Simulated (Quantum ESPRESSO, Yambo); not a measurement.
# PbO (P4/nmm): G0W0 with Yambo, start to end, part 3 of 3

How does a plane-wave GW calculation on PbO (P4/nmm) run from the first input to the gap?

Quantum ESPRESSO 7.5 and Yambo 5.3.0; PBE and many-body steps on it, plane waves. Known limits of the many-body steps: not at the basis limit; no spin-orbit coupling; coarse k mesh.

So far. Step 3 (Bands along the symmetry lines): The gap is 1.139 eV, −0.001 eV from the run before at this level. Step 4 (Empty states on the mesh, 4×4×2 mesh, 145 bands): On this mesh the gap is 1.140 eV.

The database entry behind the starting cell differs from later determinations by our own check (c about 1 % long), so it need not match the best structure at ambient conditions.

### Step 6. Screening and self-energy, 4×4×2 mesh, 145 bands, screening to 149.7 eV

Now the one-shot GW correction: screening in the RPA, then the self-energy of the levels asked for.

This step: G0W0 on PBE, plane waves, norm-conserving pseudopotentials.

Input file gw1.in:

```
HF_and_locXC
gw0
dyson
ppa
em1d
rim_cut
RandQpts= 1000000
RandGvec= 1 RL
EXXRLvcs= 76 Ry
VXCRLvcs= 304 Ry
Chimod= "HARTREE"
% BndsRnXp
 1 | 145 |
%
NGsBlkXp= 11 Ry
% LongDrXp
 1 | 1 | 1 |
%
% GbndRnge
 1 | 145 |
%
DysSolver= "n"
ExtendOut
PPAPntXp= 27.21138 eV
% QPkrange
 1 | 1 | 27 | 30 |
 11 | 11 | 27 | 30 |
%
```

Command:

```bash
OMP_NUM_THREADS=1 mpirun -n 8 yambo -F gw1.in -J gw1 -C gw1 > gw1.log
```

The log of the run:

```text
 Yambo, version 5.3.0

 [02] CORE Variables Setup
 =========================

  [... cell, symmetries and grids as in the set-up ...]

  [02.05] Energies & Occupations
  ==============================

  [X] === General ===
  [X] Electronic Temperature                        :  0.000000  0.000000 [eV K]
  [X] Bosonic    Temperature                        :  0.000000  0.000000 [eV K]
  [X] Finite Temperature mode                       : no
  [X] El. density                                   :  0.70435E+24 [cm-3]
  [X] Fermi Level                                   :  10.49037 [eV]

  [X] === Gaps and Widths ===
  [X] Conduction Band Min                           :  1.140335 [eV]
  [X] Valence Band Max                              :  0.000000 [eV]
  [X] Filled Bands                                  :  28
  [X] Empty Bands                                   :   29  145
  [X] Direct Gap                                    :  2.139708 [eV]
  [X] Direct Gap localized at k                     :  11
  [X] Indirect Gap                                  :  1.140335 [eV]
  [X] Indirect Gap between kpts                     :   1  11
  [X] Last valence band width                       :  1.733892 [eV]
  [X] 1st conduction band width                     :  2.397837 [eV]

 [03] Transferred momenta grid and indexing
 ==========================================

 IBZ Q-points                                      :  12
 BZ  Q-points                                      :   32

 K/Q-points units:
 rlu = crystal or reduced units; cc = cartesian coordinates; iku = interal k-units

 Q [ 1]         [rlu]:  0.000000  0.000000  0.000000
 Q [ 2]         [rlu]:  0.000000  0.000000 -0.500000
 Q [ 3]         [rlu]:  0.000000  0.250000  0.000000
 Q [ 4]         [rlu]:  0.000000  0.250000 -0.500000
 Q [ 5]         [rlu]:  0.000000 -0.500000  0.000000
 Q [ 6]         [rlu]:  0.000000 -0.500000 -0.500000
 Q [ 7]         [rlu]:  0.250000  0.250000  0.000000
 Q [ 8]         [rlu]:  0.250000  0.250000 -0.500000
 Q [ 9]         [rlu]:  0.250000 -0.500000  0.000000
 Q [10]         [rlu]:  0.250000 -0.500000 -0.500000
 Q [11]         [rlu]: -0.500000 -0.500000  0.000000
 Q [12]         [rlu]: -0.500000 -0.500000 -0.500000

 [04] Coloumb potential Random Integration (RIM)
 ===============================================

  [04.01] RIM initialization
  ==========================

  * Diagonal components only detected *

  8 x (sBL volume)        :  0.115581 [a.u.]
  sBZ random points       :  1000000
  Points outside the sBZ  :   7992674
  RL volume               :  0.462322 [a.u.]
  Integrated volume       :  0.462746 [a.u.]

  [04.02] RIM integrals
  =====================

  Gamma point sphere radius             :  0.088358 [a.u.]
  Points outside the sphere             :   799859
  [Int_sBZ(q=0) 1/q^2]*(Vol_sBZ)^(-1/3) =:  7.508321
                                 should be <:  7.795600

  Summary of Coulomb integrals for non-metallic bands |Q|[au] RIM/Bare

  Q [1] 0.100000E-4 0.963149 * Q [3] 0.209906 0.939180
  Q [7] 0.296853 0.985912 * Q [2] 0.327901 1.190425
  Q [4] 0.389333 1.098551 * Q [5] 0.419813 0.988250
  Q [8] 0.442313 1.058096 * Q [9] 0.469365 0.992508
  Q [6] 0.532693 1.023701 * Q [10] 0.572558 1.017510
  Q [11] 0.593705 0.996346 * Q [12] 0.678237 1.008321

 [05] Dipoles
 ============

  [05.01] Setup: observables and procedures
  =========================================

  [WARNING] [x,Vnl] slows the Dipoles computation. To neglect it rename the ns.kb_pp file

 [06] Dynamic Dielectric Matrix (PPA)
 ====================================

 [SLK-Inversion]  Pools        :  2
 [SLK-Inversion]  BLACS grid   :  2  2

 [WR./gw1//ndb.pp]---------------------------------------------------------------
  Brillouin Zone Q/K grids (IBZ/BZ)                :   12   32   12   32
  RL vectors                                       :   7421 [WF]
  Coulomb cutoff potential                         : none
  Electronic Temperature                           :  0.000000 [K]
  Bosonic    Temperature                           :  0.000000 [K]
  PPA    diel. fun.  energies                      : Perdew, Burke & Ernzerhof(X)+Perdew, Burke & Ernzerhof(C)
  wavefunctions                                    : Perdew, Burke & Ernzerhof(X)+Perdew, Burke & Ernzerhof(C)
  Global Gauge                                     : length
  X matrix size                                    :   347
  X band range                                     :    1  145
  X e/h energy range                               : -1.000000 -1.000000 [eV]
  X Time ordering                                  : R
  X Hxc Kernel                                     : HARTREE
  X Drude frequency                                :  0.000000  0.000000
  X poles                                          :  100.0000 [o/o]
  RL vectors in the sum                            :   7421
  [r,Vnl] included                                 : yes
  Field direction                                  :  0.577350E-5  0.577350E-5  0.577350E-5
  BZ energy Double Grid                            : no
  BZ energy DbGd points                            : 0
  BZ Q point size factor                           : -1.000000
  X Optical Averaged directions                    : none

 [07] Local Exchange-Correlation + Non-Local Fock
 ================================================

 [VXC] Plane waves :   48109
 [EXS] Plane waves :   6039

 QP @ state[ 1 ] K range:  1  1
 QP @ state[ 1 ] b range:  27  30
 QP @ state[ 2 ] K range:  11  11
 QP @ state[ 2 ] b range:  27  30

 [xc] Functional : Perdew, Burke & Ernzerhof(X)+Perdew, Burke & Ernzerhof(C)
 [xc] LIBXC used to calculate xc functional
  PP Number of Atomic Species                      :  2
  NLCC RL compoments                               :   48109
  PP Number of Atomic Species                      :  2
  NLCC RL compoments                               :   48109

 [xc] E_xc :  -38.90203 [Ha]
      E_xc :  -77.80407 [Ry]

  Local XC kind (lXC) : Perdew, Burke & Ernzerhof(X)+Perdew, Burke & Ernzerhof(C)
  Non-Local XC kind (nlXC) : Hartree-Fock

  Corrections @ K [1] :  [eV]
 <27|nlXC|27> = -24.38335  0.18393E-16 <27|lXC|27> = -19.64458 -0.75527E-15
 <28|nlXC|28> = -20.42662 -0.16977E-16 <28|lXC|28> = -18.04754 -0.75527E-15
 <29|nlXC|29> = -8.474806 -0.60528E-17 <29|lXC|29> = -12.42385  0.000000
 <30|nlXC|30> = -6.816524  0.12640E-17 <30|lXC|30> = -11.34141  0.000000

  Corrections @ K [11] :  [eV]
 <27|nlXC|27> = -24.98348 -0.89442E-17 <27|lXC|27> = -20.40857  0.000000
 <28|nlXC|28> = -24.98331  0.13381E-16 <28|lXC|28> = -20.40857  0.000000
 <29|nlXC|29> = -6.808502  0.91890E-17 <29|lXC|29> = -10.08602  0.000000
 <30|nlXC|30> = -6.808506 -0.30438E-17 <30|lXC|30> = -10.08602 -0.23602E-16

 [08] Dyson equation: Newton solver
 ==================================

  [08.01] G0W0 (W PPA)
  ====================

  [  GW  ] Bands range     :    1  145
  [GW/PPA] G damping       :  0.100000 [eV]

  QP @ state[ 1 ] K range:  1  1
  QP @ state[ 1 ] b range:  27  30
  QP @ state[ 2 ] K range:  11  11
  QP @ state[ 2 ] b range:  27  30

   Sc/G bands                                       :    1  145
   Sc/G damping                                     :  0.100000 ev
   Sc bands terminator                              : no
   Sx RL components                                 :   6039

   QP @ state[ 1 ] K range                          :  1  1
   QP @ state[ 1 ] b range                          :  27  30
   QP @ state[ 2 ] K range                          :  11  11
   QP @ state[ 2 ] b range                          :  27  30
   GF energies kind                                 : Perdew, Burke & Ernzerhof(X)+Perdew, Burke & Ernzerhof(C)
   GF WF`s kind                                     : Perdew, Burke & Ernzerhof(X)+Perdew, Burke & Ernzerhof(C)
   Xs energies kind                                 : Perdew, Burke & Ernzerhof(X)+Perdew, Burke & Ernzerhof(C)
   Xs WF`s kind                                     : Perdew, Burke & Ernzerhof(X)+Perdew, Burke & Ernzerhof(C)

 [11] Game Over & Game summary
```

Run time: 98 s. Hardware: 8 MPI ranks of Intel Xeon 6975P-C (Granite Rapids), shared host; peak memory 4.7 GiB.

Numbers from this step:

```
G0W0 gap on the points computed              : 1.214 eV
starting gap on the mesh                     : 1.140 eV
k of the valence top                         : 0, 0, 0
k of the conduction bottom                   : -0.5, -0.5, 0
least direct G0W0 gap on the computed points : 2.095 eV
Z at the valence top                         : 0.7890
Z at the conduction bottom                   : 0.8363
```

The gap on the mesh goes from 1.14 eV to 1.21 eV, a correction of +0.07 eV.

Limits: finite bands, cutoff and mesh; no spin-orbit coupling; coarse k mesh. v1 is the top filled band, c1 the lowest empty one. Levels before and after the correction, in eV, zero at the valence-band top of each column:

```csv
,conduction bottom,valence top
Kohn-Sham,1.14,0.00
G0W0,1.21,0.00
```

```csv
,level,energy (eV)
Kohn-Sham,Γ v2,-1.604
Kohn-Sham,Γ v1,0.000
Kohn-Sham,Γ c1,2.410
Kohn-Sham,Γ c2,5.517
Kohn-Sham,(-0.5 -0.5 0) v2-v1,-0.999
Kohn-Sham,(-0.5 -0.5 0) c1-c2,1.140
G0W0,Γ v2,-1.605
G0W0,Γ v1,0.000
G0W0,Γ c1,2.822
G0W0,Γ c2,5.961
G0W0,(-0.5 -0.5 0) v2-v1,-0.881
G0W0,(-0.5 -0.5 0) c1-c2,1.215
```

### Step 7. Where the time went

Times are wall times on the hardware named with each run, good to a factor of about two.

```csv
step,time,share,memory (GiB)
ground state,9.2 s,8 %,0.81
bands along the symmetry lines,4.8 s,4 %,0.68
empty states on the mesh,7.6 s,6 %,0.76
conversion and set-up,2.3 s,2 %,0.25
screening and self-energy,98 s,80 %,4.7
```

### Step 8. Outcome

| Quantity | Value |
| --- | --- |
| PBE gap | 1.14 eV, indirect |
| G0W0 gap on the mesh | 1.21 eV |
| GW settings | 4×4×2 mesh, 145 bands, screening to 149.7 eV, Godby-Needs plasmon pole |
| known limits | not at the basis limit; no spin-orbit coupling; coarse k mesh |

In words: G0W0 moves the gap on the mesh from 1.14 eV to 1.21 eV (+0.07 eV), with Z of 0.79 and 0.84 at the edges. Only 2 of the mesh's irreducible points were corrected, so a valley elsewhere could overtake. The dearest step here is «screening and self-energy». Bands and cutoff are finite, so the gap is not at the basis limit. The miss can reach some tenths of an eV and take either sign; the mesh is an error of its own. In the G0W0 run levels were corrected at 2 k points alone, so a gap called «on the mesh» is the least over those, and an edge elsewhere would be missed. The 4×4×2 mesh is coarse for this cell, which bears on the long-range parts of exchange and screening. Where an edge is built on 6p states of lead, bismuth or thallium, scalar-relativistic gaps usually stand too wide, by a few tenths to over one eV. The many-body steps are scalar-relativistic: spin-orbit coupling is not in them.

[Paths, hosts, dates, memory and timing lines, banners, echoed tables and standing remarks are left out of the program output.]

[Logs are printed without paths, hosts, clocks, repeated set-up lines and the standing remarks that a program may print on its own settings, such as how far it seeks lower states.]

[Runs of the session that timed out or met a known fault of the program may be left out.]

[Hosts, paths, dates, database ids (printed as entryN), source tags and the programs' standing remarks are cut or masked in the printed files.]
